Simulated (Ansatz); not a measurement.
# AlNi (Pm-3m): modes against biaxial strain in the (111) plane

Wanted: the shifts of the zone-centre modes of AlNi (Pm-3m) with strain.

Calculated with Ansatz 0.2.0; DFT PBEsol, scalar-relativistic, plane waves, PAW; PAW set soft_1.

The database entry behind the starting cell differs from later determinations by our own check (about 0.2 % short), so it need not match the best structure at ambient conditions.

## (1) The structure

Symmetry: Pm-3m, No. 221, cubic system. Conventional cell: a = 2.881 Å, b = 2.881 Å, c = 2.881 Å, α = 90.00°, β = 90.00°, γ = 90.00°. Nearest to Al lie 8 Ni at 2.50 Å. Nearest to Ni lie 8 Al at 2.50 Å. Farther neighbours are not listed.

## (2) Relaxation

Harmonic phonons are second derivatives at a point where the forces vanish, and they are wanted at zero stress, so atoms and cell are relaxed first.

Contents of input.yaml:

```yaml
crystal:
  lattice:
    - [2.881, 0.0, 0.0]
    - [0.0, 2.881, 0.0]
    - [0.0, 0.0, 2.881]
  atoms:
    - { symbol: Al, position: [0.0, 0.0, 0.0] }
    - { symbol: Ni, position: [0.5, 0.5, 0.5] }
kpoints:
  mp_grid: { grid: [14, 14, 14] }
hamiltonian:
  xc: pbesol
  pseudopotentials: { kind: paw, azcp: { folder: soft_1 }, xc_functional: pbe }
scf:
  occupations: { method: gaussian, width: 0.1 }
output:
  forces: true
  stress: true
  eigenvalues: true
relax:
  adjacent_minimum: "off"
  f_tol: 0.005
  max_steps: 80
  cell: { stress_tol: 0.05 }
```

Started as:

```sh
ansatz run input.yaml --threads 4 --pin off --max-ram 10240MiB --backend cpu --events-out ev --progress --plain --runs-dir out
```

Numbers of over 12 decimals in the logs are rounded to 6 here.

Output:

```text
Engine: ansatz 0.2.0, x86_64-unknown-linux-gnu
Pseudopotentials: kind: paw
Pseudopotential: Al, paw, valence charge 3, recommended cutoff 420 eV (normal), soft_1/Al.paw.azcp
Pseudopotential: Ni, paw, valence charge 18, recommended cutoff 420 eV (normal), soft_1/Ni.paw.azcp
Functional definition: PBEsol
  exchange = pbesol_x
  correlation = pbesol_c
Crystal: 2 atoms, lattice volume = 23.913 Å³
Basis set: ecut = 420 eV, 461 PW (Γ), exchange–correlation on 40×40×40 points (8 copies of the dense FFT grid, shifted against one another)
Bands: 15, of which v1, the nominal top of the filled ones, is band 11 counted from 1 (10 counted from 0)
Symmetry: 48 space group operations
Space group: Pm-3m (ITA 221), of the structure as read, at distance tolerance 2.9e-5 Å
k-points: 120 of 2744
Non-local potential: Al, projectors of the file, l = 0: 2, l = 1: 2, l = 2: 1
Non-local potential: Ni, projectors of the file, l = 0: 3, l = 1: 2, l = 2: 3, l = 3: 1
PAW form: soft (Blöchl's): semilocal exchange-correlation on the pseudo side does not see the compensation charge
PAW frozen core: Al, regenerated for the run's functional, and the local potential with it (the file was generated under x = pbe(κ = 0.804, μ = 0.219515), c = pbe(β = 0.066725))
PAW frozen core: Ni, regenerated for the run's functional, and the local potential with it (the file was generated under x = pbe(κ = 0.804, μ = 0.219515), c = pbe(β = 0.066725))
PAW one-centre angular grid: Al, 110 points (default); XC on 64 Gauss nodes
PAW one-centre angular grid: Ni, 590 points (default); XC on 64 Gauss nodes
Initial density: superposition of atomic densities (chi_scale 0.1, normalization cell, long waves kept (reshape's long-wave potential 0.00 eV rms))
Initial wavefunctions: pseudopotential atomic-orbital guess
Functional: x = pbesol(κ = 0.804, μ = 0.123457), c = pbesol(β = 0.046)
SCF iter   1: F=—  HF=-6331.244153 eV  |F-HF|=—  |Δ(HF+E_count)|=         —  Δρ=8.10e-2  dr2=1.57e0  ethr=3.10e-3  ⟨swp⟩=4.1  Hψ=8024  notcnv=0
preconditioner: auto → none  [metal: Δε(μ)=0.060 eV  Ē_g=10.131 eV  σ=0.100 eV  W_gap=0.33  n_scr=6 (ndim 8)  ℏωp=27.4 eV  f_vac=0.000  D(μ)=0.85/eV (n_scr^D=6)  sad-step TF]
SCF iter   2: F=—  HF=-6331.084661 eV  |F-HF|=—  |Δ(HF+E_count)|=   1.59e-1  Δρ=5.90e-2  dr2=9.06e-1  ethr=3.10e-3  ⟨swp⟩=2.0  Hψ=3230  notcnv=0  defer=52
SCF iter   3: F=—  HF=-6330.890423 eV  |F-HF|=—  |Δ(HF+E_count)|=   1.94e-1  Δρ=2.39e-2  dr2=1.21e-1  ethr=3.10e-3  ⟨swp⟩=2.0  Hψ=2295  notcnv=0  defer=52
SCF iter   4: F=—  HF=-6330.870070 eV  |F-HF|=—  |Δ(HF+E_count)|=   2.04e-2  Δρ=5.24e-3  dr2=3.88e-3  ethr=5.75e-4  ⟨swp⟩=2.1  Hψ=3202  notcnv=0  defer=49
SCF iter   5: F=—  HF=-6330.869885 eV  |F-HF|=—  |Δ(HF+E_count)|=   1.85e-4  Δρ=4.62e-4  dr2=2.27e-5  ethr=1.85e-5  ⟨swp⟩=2.3  Hψ=2429  notcnv=0  defer=49
SCF iter   6: F=—  HF=-6330.869877 eV  |F-HF|=—  |Δ(HF+E_count)|=   8.21e-6  Δρ=9.65e-5  dr2=1.21e-6  ethr=1.08e-7  ⟨swp⟩=2.0  Hψ=3015  notcnv=0  defer=49
SCF iter   7: F=-6330.869877 eV  HF=-6330.869877 eV  |F-HF|=2.37e-8  |Δ(HF+E_count)|=   1.35e-7  Δρ=1.06e-5  dr2=1.76e-8  ethr=4.76e-10  ⟨swp⟩=6.6  Hψ=8453  notcnv=0
SCF 1 converged in 7 iterations: F = -6330.869877 eV  dr2 = 1.76e-8
  greatest PAW one-centre occupation: 1.001 electrons in one spin orbital (limit 2), on the Ni atom at site 1 (counted from 0), in its partial waves of l = 1
relax step   1: F+E_penalty+E_count = -6330.86987662 eV  Δ(F+E_penalty+E_count) = +0.000e0 eV  max|allowed force component| = 8.428e-29 eV/Å  Δτ_max = 0.0000 Å  P = -3.283 GPa  Ω = 23.913 Å³  (7 SCF iters, dr2 threshold 1.00e-7 eV, accepted)
Crystal: 2 atoms, lattice volume = 23.625 Å³
Initial density: handed on by an earlier stage of this run
Initial wavefunctions: those handed on with the density
iter 1 solved again at ethr=3.70e-6 eV; its pass at ethr=3.10e-3 eV (dr2=7.78e-4 eV) is discarded
SCF iter   1: F=—  HF=-6330.874201 eV  |F-HF|=—  |Δ(HF+E_count)|=         —  Δρ=2.24e-3  dr2=7.60e-4  ethr=3.70e-6  ⟨swp⟩=2.1  Hψ=10152  notcnv=0
preconditioner: auto → none  [metal: Δε(μ)=0.008 eV  Ē_g=9.741 eV  σ=0.100 eV  W_gap=0.05  n_scr=6 (ndim 8)  ℏωp=27.5 eV  f_vac=0.000  D(μ)=1.03/eV (n_scr^D=6)]
SCF iter   2: F=—  HF=-6330.874089 eV  |F-HF|=—  |Δ(HF+E_count)|=   1.12e-4  Δρ=3.51e-4  dr2=2.45e-5  ethr=3.62e-6  ⟨swp⟩=1.2  Hψ=1874  notcnv=0
SCF iter   3: F=—  HF=-6330.874100 eV  |F-HF|=—  |Δ(HF+E_count)|=   1.06e-5  Δρ=6.97e-5  dr2=8.14e-7  ethr=1.16e-7  ⟨swp⟩=1.8  Hψ=2286  notcnv=0
iter 4 did not close the SCF: its close was put off for the readings that it lacked (scf_convergence_deferred on its scf_iter line)
SCF iter   4: F=-6330.874100 eV  HF=-6330.874100 eV  |F-HF|=1.72e-9  |Δ(HF+E_count)|=   3.31e-7  Δρ=2.02e-5  dr2=4.35e-8  ethr=3.87e-9  ⟨swp⟩=2.0  Hψ=2583  notcnv=0
iter 5 did not close the SCF: its close was put off for the readings that it lacked (scf_convergence_deferred on its scf_iter line)
SCF iter   5: F=-6330.874100 eV  HF=-6330.874100 eV  |F-HF|=8.73e-11  |Δ(HF+E_count)|=   8.61e-9  Δρ=1.88e-6  dr2=3.58e-10  ethr=2.07e-10  ⟨swp⟩=1.2  Hψ=1830  notcnv=0
SCF iter   6: F=-6330.874100 eV  HF=-6330.874100 eV  |F-HF|=0.00e0  |Δ(HF+E_count)|=  3.09e-11  Δρ=5.22e-8  dr2=2.84e-13  ethr=1.70e-12  ⟨swp⟩=1.2  Hψ=5251  notcnv=0
SCF 2 converged in 6 iterations: F = -6330.874100 eV  dr2 = 2.84e-13
relax step   2: F+E_penalty+E_count = -6330.87409967 eV  Δ(F+E_penalty+E_count) = -4.223e-3 eV  max|allowed force component| = 2.654e-30 eV/Å  Δτ_max = 0.0000 Å  P = -1.310 GPa  Ω = 23.625 Å³  energy of the carried Pulay correction = +7.983e-5 eV  (6 SCF iters, dr2 threshold 2.00e-7 eV, accepted)
Crystal: 2 atoms, lattice volume = 23.438 Å³
iter 1 solved again at ethr=1.61e-6 eV; its pass at ethr=3.10e-3 eV (dr2=3.38e-4 eV) is discarded
SCF iter   1: F=—  HF=-6330.874942 eV  |F-HF|=—  |Δ(HF+E_count)|=         —  Δρ=1.49e-3  dr2=3.36e-4  ethr=1.61e-6  ⟨swp⟩=2.1  Hψ=10051  notcnv=0
preconditioner: auto → none  [metal: Δε(μ)=0.009 eV  Ē_g=9.808 eV  σ=0.100 eV  W_gap=0.05  n_scr=6 (ndim 8)  ℏωp=27.7 eV  f_vac=0.000  D(μ)=1.02/eV (n_scr^D=6)]
SCF iter   2: F=—  HF=-6330.874896 eV  |F-HF|=—  |Δ(HF+E_count)|=   4.58e-5  Δρ=2.35e-4  dr2=1.09e-5  ethr=1.60e-6  ⟨swp⟩=1.2  Hψ=1875  notcnv=0
SCF iter   3: F=—  HF=-6330.874897 eV  |F-HF|=—  |Δ(HF+E_count)|=   8.31e-7  Δρ=4.51e-5  dr2=3.14e-7  ethr=5.21e-8  ⟨swp⟩=1.9  Hψ=2350  notcnv=0
iter 4 did not close the SCF: its close was put off for the readings that it lacked (scf_convergence_deferred on its scf_iter line)
SCF iter   4: F=-6330.874897 eV  HF=-6330.874897 eV  |F-HF|=2.30e-9  |Δ(HF+E_count)|=   1.34e-7  Δρ=1.24e-5  dr2=1.59e-8  ethr=1.50e-9  ⟨swp⟩=2.0  Hψ=2661  notcnv=0
iter 5 did not close the SCF: its close was put off for the readings that it lacked (scf_convergence_deferred on its scf_iter line)
SCF iter   5: F=-6330.874897 eV  HF=-6330.874897 eV  |F-HF|=2.42e-10  |Δ(HF+E_count)|=   4.10e-9  Δρ=1.95e-6  dr2=3.92e-10  ethr=7.58e-11  ⟨swp⟩=1.1  Hψ=1827  notcnv=0
SCF iter   6: F=-6330.874897 eV  HF=-6330.874897 eV  |F-HF|=0.00e0  |Δ(HF+E_count)|=  1.82e-11  Δρ=4.15e-8  dr2=1.98e-13  ethr=1.87e-12  ⟨swp⟩=1.1  Hψ=5261  notcnv=0
SCF 3 converged in 6 iterations: F = -6330.874897 eV  dr2 = 1.98e-13
relax step   3: F+E_penalty+E_count = -6330.87489653 eV  Δ(F+E_penalty+E_count) = -7.969e-4 eV  max|allowed force component| = 2.120e-30 eV/Å  Δτ_max = 0.0000 Å  P = +0.045 GPa  Ω = 23.438 Å³  energy of the carried Pulay correction = +1.323e-4 eV  (6 SCF iters, dr2 threshold 2.00e-7 eV, accepted)
Initial wavefunctions: pseudopotential atomic-orbital guess (no wavefunctions were taken with the density)
iter 1 solved again at ethr=7.62e-9 eV; its pass at ethr=3.10e-3 eV (dr2=1.60e-6 eV) is discarded
SCF iter   1: F=—  HF=-6330.874766 eV  |F-HF|=—  |Δ(HF+E_count)|=         —  Δρ=2.19e-5  dr2=1.99e-8  ethr=7.62e-9  ⟨swp⟩=3.0  Hψ=13657  notcnv=0
preconditioner: auto → none  [metal: Δε(μ)=0.009 eV  Ē_g=9.813 eV  σ=0.100 eV  W_gap=0.05  n_scr=6 (ndim 8)  ℏωp=27.7 eV  f_vac=0.000  D(μ)=1.02/eV (n_scr^D=6)]
SCF iter   2: F=—  HF=-6330.874767 eV  |F-HF|=—  |Δ(HF+E_count)|=   1.33e-6  Δρ=1.57e-5  dr2=2.32e-8  ethr=9.47e-11  ⟨swp⟩=2.0  Hψ=3062  notcnv=0
SCF iter   3: F=—  HF=-6330.874767 eV  |F-HF|=—  |Δ(HF+E_count)|=   5.87e-9  Δρ=5.87e-6  dr2=3.99e-9  ethr=9.47e-11  ⟨swp⟩=1.6  Hψ=2420  notcnv=0
SCF iter   4: F=—  HF=-6330.874767 eV  |F-HF|=—  |Δ(HF+E_count)|=  8.18e-10  Δρ=6.14e-7  dr2=3.99e-11  ethr=1.90e-11  ⟨swp⟩=2.3  Hψ=2550  notcnv=0
iter 5 did not close the SCF: its close was put off for the readings that it lacked (scf_convergence_deferred on its scf_iter line)
SCF iter   5: F=-6330.874767 eV  HF=-6330.874767 eV  |F-HF|=0.00e0  |Δ(HF+E_count)|=  1.82e-12  Δρ=6.36e-8  dr2=4.32e-13  ethr=1.00e-12  ⟨swp⟩=1.0  Hψ=1800  notcnv=0
SCF iter   6: F=-6330.874767 eV  HF=-6330.874767 eV  |F-HF|=1.82e-12  |Δ(HF+E_count)|=  9.09e-13  Δρ=1.25e-8  dr2=1.67e-14  ethr=1.00e-12  ⟨swp⟩=3.0  Hψ=6532  notcnv=0
SCF 4 converged in 6 iterations: F = -6330.874767 eV  dr2 = 1.67e-14
relax step   4: F+E_penalty+E_count = -6330.87476693 eV  Δ(F+E_penalty+E_count) = +1.296e-4 eV  max|allowed force component| = 5.276e-30 eV/Å  Δτ_max = 0.0000 Å  P = +0.042 GPa  Ω = 23.438 Å³  stress off target by 4.18e-2 GPa  SCF on the basis re-selected at this cell (its energy is not comparable with the rows above)  (6 SCF iters)
basis re-selected at this cell: Δ(F+E_penalty+E_count) = +1.296e-4 eV, ΔP = -0.003 GPa vs the last step (what re-selecting the basis moved, of the pressure what is left beyond the Pulay correction that the steps carried, after the strain that the cell walked since its last selection, with what the two solves' SCF thresholds leave and, on support functions, any second-order correction that the steps lacked; it is no m [...]
SCF converged after 6 iterations
Free energy (F): -6330.874767 eV
Harris-Foulkes:  -6330.874767 eV  (|F-HF|=1.82e-12)
Internal energy: -6330.869674 eV  (E = F + TS)
E sigma→0 (E₀):  -6330.872220 eV
Entropy (-TS):   -0.005093 eV (-2.547 meV/atom)
Fermi energy:    14.057237 eV
--- Per-component energies (eV) ---
  E_band       = -333.829776
  E_kinetic    = 369.140225
  E_local      = -3718.717752  (includes V_loc(G=0)·N_el)
  E_nonlocal   = -105.507255
  E_hartree    = 1951.442577
  E_xc         = -151.755537
  E_vxc        = -177.579109  (∫ρ·V_xc dr)
  E_paw        = -2080.783194  (= ΣΔE_a)
  E_vpaw       = -604.051800  (= ΣTr[D̂ρ^β])
  E_aug_tail   = 0.000752  (compensation charges beyond the density's cutoff)
  E_ewald      = -2594.905919
  E_core_change = 0.216428  (= ΣΔE_core)
  E_smearing   = -0.005093  (= −TS)
  E_closure    = -0.000000  (closes the sum)
  Σ components = -6330.874767   (vs F -6330.874767, Δ=0.00e0)
--- Forces (eV/Å), atoms counted from 1 ---
  atom   1  Al     0.00000000     0.00000000     0.00000000
  atom   2  Ni    -0.00000000    -0.00000000    -0.00000000
  max |Σ_I F_I| component: 1.05e-29 eV/Å
--- Stress (GPa, compression-positive) ---
        0.041756      -0.000000       0.000000
       -0.000000       0.041756       0.000000
        0.000000       0.000000       0.041756
  P = ⅓ Tr σ = 0.0418 GPa (0.418 kbar)
--- Band table (eV; the first three rows and the last of 120) ---
  k-point 0: bands = [... 7 lower, 12.5098, 12.5098, 12.5098, 19.6367, 19.6367, 19.6367, 22.2636, 22.2636]
  k-point 1: bands = [... 7 lower, 12.4673, 12.4673, 12.5143, 18.6532, 19.7627, 19.7627, 22.2671, 23.1538]
  k-point 2: bands = [... 7 lower, 12.3526, 12.3526, 12.5271, 17.0463, 20.1283, 20.1283, 22.2774, 24.4375]
  k-point 119: bands = [... 7 lower, 13.0873, 13.0873, 16.0087, 16.0087, 16.0087, 17.9769, 18.6545, 18.6545]
--- Relaxed structure (3 steps of the walk, 3 accepted, 1 SCFs on fresh bases) ---
  F+E_penalty+E_count = -6330.87476693 eV   max|allowed force component| = 5.276e-30 eV/Å   (the final SCF, on the basis selected at the relaxed cell)
  cell:  # Å, volume = 23.4379 Å³
    - [2.861802, 0, 0]
    - [0, 2.861802, 0]
    - [0, 0, 2.861802]
  atoms:
    - { symbol: Al, position: [0, 0, 0] }
    - { symbol: Ni, position: [0.5, 0.5, 0.5] }
```

Wall time 6.7 s (4 threads of Intel Xeon at 2.50GHz (Skylake/Cascade Lake), shared host); peak memory 0.38 GiB; 21 s of CPU time.

This run has no spin polarisation, although Ni can carry a moment.

Step by step:

```csv
step,energy less that of the first step (eV),largest force component (eV/Å),pressure (GPa),volume (Å³)
1,0.0000,0.0000,-3.28,23.91
2,-0.0042,0.0000,-1.31,23.63
3,-0.0050,0.0000,0.04,23.44
4*,-0.0049,0.0000,0.04,23.44
```

Relaxation steps marked * repeat the geometry before them on a plane-wave basis chosen anew for their cell, so energy and pressure can jump there.

Forces are held to the 48 operations that the run works with; a distortion that breaks them can't arise in this run.

```csv
"conventional cell, symmetrised",before,after,change
a (Å),2.881,2.862,-0.7 %
b (Å),2.881,2.862,-0.7 %
c (Å),2.881,2.862,-0.7 %
volume (Å³/atom),11.96,11.72,-2.0 %
```

Final coordinates:

```cif
data_structure
_symmetry_space_group_name_H-M 'P 1'
_symmetry_Int_Tables_number 1
_cell_length_a 2.8618
_cell_length_b 2.8618
_cell_length_c 2.8618
_cell_angle_alpha 90.000
_cell_angle_beta 90.000
_cell_angle_gamma 90.000
_cell_volume 23.44
loop_
_atom_site_label
_atom_site_type_symbol
_atom_site_fract_x
_atom_site_fract_y
_atom_site_fract_z
_atom_site_occupancy
Al1 Al 0.00000 0.00000 0.00000 1
Ni2 Ni 0.50000 0.50000 0.50000 1
```

Numbers from this step:

```yaml
pressure: 0.04176 GPa
volume_per_atom: 11.72 Å³
gap_on_the_k_mesh: 0 eV
```

In this step the volume went from 11.96 to 11.72 Å³/atom.

## (3) Tight relaxation

Phonons need small forces and stress, so the relaxation is finished with tight tolerances on 16×16×16 k points.

input.yaml, the sections that differ from step 2:

```yaml
crystal:
  lattice:
    - [2.8618020258, 0.0, 0.0]
    - [0.0, 2.8618020258, 0.0]
    - [0.0, 0.0, 2.8618020258]
  atoms:
    - { symbol: Al, position: [0.0, 0.0, 0.0] }
    - { symbol: Ni, position: [0.5, 0.5, 0.5] }
kpoints:
  mp_grid: { grid: [16, 16, 16] }
scf:
  occupations: { method: methfessel_paxton, width: 0.2 }
relax:
  adjacent_minimum: "off"
  f_tol: 0.001
  max_steps: 60
  cell: { stress_tol: 0.01 }
# hamiltonian, output: as in step 2
```

Output:

```text
[...]
Crystal: 2 atoms, lattice volume = 23.438 Å³
Basis set: ecut = 420 eV, 461 PW (Γ), exchange–correlation on 40×40×40 points (8 copies of the dense FFT grid, shifted against one another)
Bands: 15, of which v1, the nominal top of the filled ones, is band 11 counted from 1 (10 counted from 0)
Symmetry: 48 space group operations
[...]
k-points: 165 of 4096
[...]
k-point 164: bands = [... 7 lower, 13.0928, 13.0928, 16.0103, 16.0103, 16.0103, 17.9775, 18.6572, 18.6572]
--- Relaxed structure (2 steps of the walk, 2 accepted, 1 SCFs on fresh bases) ---
[...]
cell:  # Å, volume = 23.4364 Å³
    - [2.861739, 0, 0.0]
    - [0, 2.861739, 0]
    - [0.0, 0, 2.861739]
  atoms:
    - { symbol: Al, position: [0, 0, 0] }
    - { symbol: Ni, position: [0.5, 0.5, 0.5] }
[key lines of the parts left out:]
SCF converged after 4 iterations
Free energy (F): -6330.874466 eV
Fermi energy:    14.083151 eV
P = ⅓ Tr σ = -0.0089 GPa (-0.089 kbar)
```

Elapsed: 6.8 s, on 4 threads; peak memory 0.4 GiB.

Little changed from the start: no atom moved by 0.005 Å and no cell edge by 0.1 %.

This step gave:

```yaml
pressure: -0.008877 GPa
```

The forces vanish by symmetry and the pressure is -0.009 GPa, within the tolerances set. The cell now holds 11.72 Å³/atom.

## (4) Zone-centre response at rest

Phonons follow from the second derivative of the energy, found here by linear response.

The modes at rest are the reference of the series.

input.yaml, the sections that differ from step 3:

```yaml
crystal:
  lattice:
    - [2.8617390777, 0.0, 0.0]
    - [0.0, 2.8617390777, 0.0]
    - [0.0, 0.0, 2.8617390777]
  atoms:
    - { symbol: Al, position: [0.0, 0.0, 0.0] }
    - { symbol: Ni, position: [0.5, 0.5, 0.5] }
output:
  eigenvalues: true
phonons:
  method: dfpt
# kpoints, hamiltonian, scf: as in step 3
# relax: removed
```

Output:

```text
[...]
Crystal: 2 atoms, lattice volume = 23.436 Å³
Basis set: ecut = 420 eV, 461 PW (Γ), exchange–correlation on 40×40×40 points (8 copies of the dense FFT grid, shifted against one another)
Bands: 15, of which v1, the nominal top of the filled ones, is band 11 counted from 1 (10 counted from 0)
Symmetry: 48 space group operations
k-points: 405 of 4096 (irreducible under 8 space group operations, time reversal used)
[...]
SCF iter   1: F=—  HF=-6331.232971 eV  |F-HF|=—  |Δ(HF+E_count)|=         —  Δρ=7.71e-2  dr2=1.42e0  ethr=3.10e-3  ⟨swp⟩=4.0  Hψ=26962  notcnv=0
[...]
SCF iter   9: F=-6330.874466 eV  HF=-6330.874466 eV  |F-HF|=0.00e0  |Δ(HF+E_count)|=  9.09e-12  S|Δr|=    0.00e0  Δρ=2.27e-8  dr2=8.05e-14  ethr=1.00e-12  ⟨swp⟩=6.0  Hψ=24767  notcnv=0
SCF 1 converged in 9 iterations: F = -6330.874466 eV  dr2 = 8.05e-14
[...]
DFPT response loops at Γ: preconditioner auto → Kerker (q_TF=auto, 2.679 Å⁻¹) (partly filled bands, converged f_vac=0.000); β = 1.00, the filter's whole step (`scf.mixing.beta` (0.50) is not read by the response loops under this deck's `scf.mixing.preconditioner`; to damp them name `kerker` or `kerker_dos`, under which they read `scf.mixing.beta`, and type it under 1.00, their step now; both keys bind the ground state too); Broyden in place of MSR1
SCF converged after 9 iterations
[...]
Free energy (F): -6330.874466 eV
[...]
Internal energy: -6330.875548 eV  (E = F + TS)
E sigma→0 (E₀):  -6330.874736 eV
Entropy (-TS):   0.001082 eV (0.541 meV/atom)
Fermi energy:    14.083151 eV
[...]
--- Band table (eV; the first three rows and the last of 405) ---
  k-point 0: bands = [... 7 lower, 12.5147, 12.5147, 12.5147, 19.6379, 19.6379, 19.6379, 22.2655, 22.2655]
  k-point 1: bands = [... 7 lower, 12.4819, 12.4819, 12.5182, 18.8417, 19.7346, 19.7346, 22.2682, 22.9914]
  k-point 2: bands = [... 7 lower, 12.3913, 12.3913, 12.5282, 17.4518, 20.0172, 20.0172, 22.2760, 24.1389]
  k-point 404: bands = [... 7 lower, 13.0928, 13.0928, 16.0103, 16.0103, 16.0103, 17.9775, 18.6572, 18.6572]
--- Phonons (Γ-DFPT): 2 representative perturbations + reference, on 405 of 4096 k-points (Σ response iterations 7) ---
  k mesh reduced under 8 symmetry operations, with k and −k counted as one. Each operation leaves every solved perturbation unchanged. A smaller set is not used because it would not reduce the number of displacements times k-points to solve
  ASR residual: 1.107e-5 → 0.000e0 eV/Å²; symmetrization residual: 1.407e-6 eV/Å²
  ASR residual per site (eV/Å²): 8.92e-6 1.11e-5
  Γ frequencies (cm⁻¹): 0.00 0.00 0.00 302.10 302.10 302.10
  non-analytic LO–TO correction: not included (Born effective charges unavailable; polar crystals: no LO–TO splitting at Γ)
```

Run time: 21 s. Hardware: 4 threads; peak memory 0.72 GiB.

Reading the cycles: dr2 is the Hartree energy of the density residual (eV), the measure of convergence; HF is the Harris–Foulkes estimate of the energy, which meets the free energy F at convergence.

This step gave:

* sum-rule residual before enforcement: 1.11e-5 eV/Å²
* point group: m-3m
* highest optical mode at the zone centre (no LO-TO term): 302.1 cm⁻¹
* lowest optical zone-centre mode: 302.1 cm⁻¹

Patterns of degenerate modes are one choice out of their space. The modes at Γ (shares of kinetic energy by element, %):

```csv
mode,frequency (cm⁻¹),symmetry,Al %,Ni %
1,0.0,acoustic,31,69
2,0.0,acoustic,31,69
3,0.0,acoustic,31,69
4,302.1,T1u,69,31
5,302.1,T1u,69,31
6,302.1,T1u,69,31
```

Displacements in mode 6 (302.1 cm⁻¹), the largest set to 1:
```
Al1  0.00  0.00  1.00
Ni2  0.00  0.00 -0.46
```

Before it was imposed, the acoustic sum rule was missed by 1.1e-5 eV/Å². Small misses are needed for a sound result but don't prove that mesh and cutoff are converged. The lowest optical mode is real, 302 cm⁻¹.

[end of part 1 of 2]

[Logs are printed without paths, hosts, clocks, repeated set-up lines and the standing remarks that a program may print on its own settings, such as how far it seeks lower states.]

[Hosts, paths, dates, database ids (printed as entryN), source tags and the programs' standing remarks are cut or masked in the printed files.]
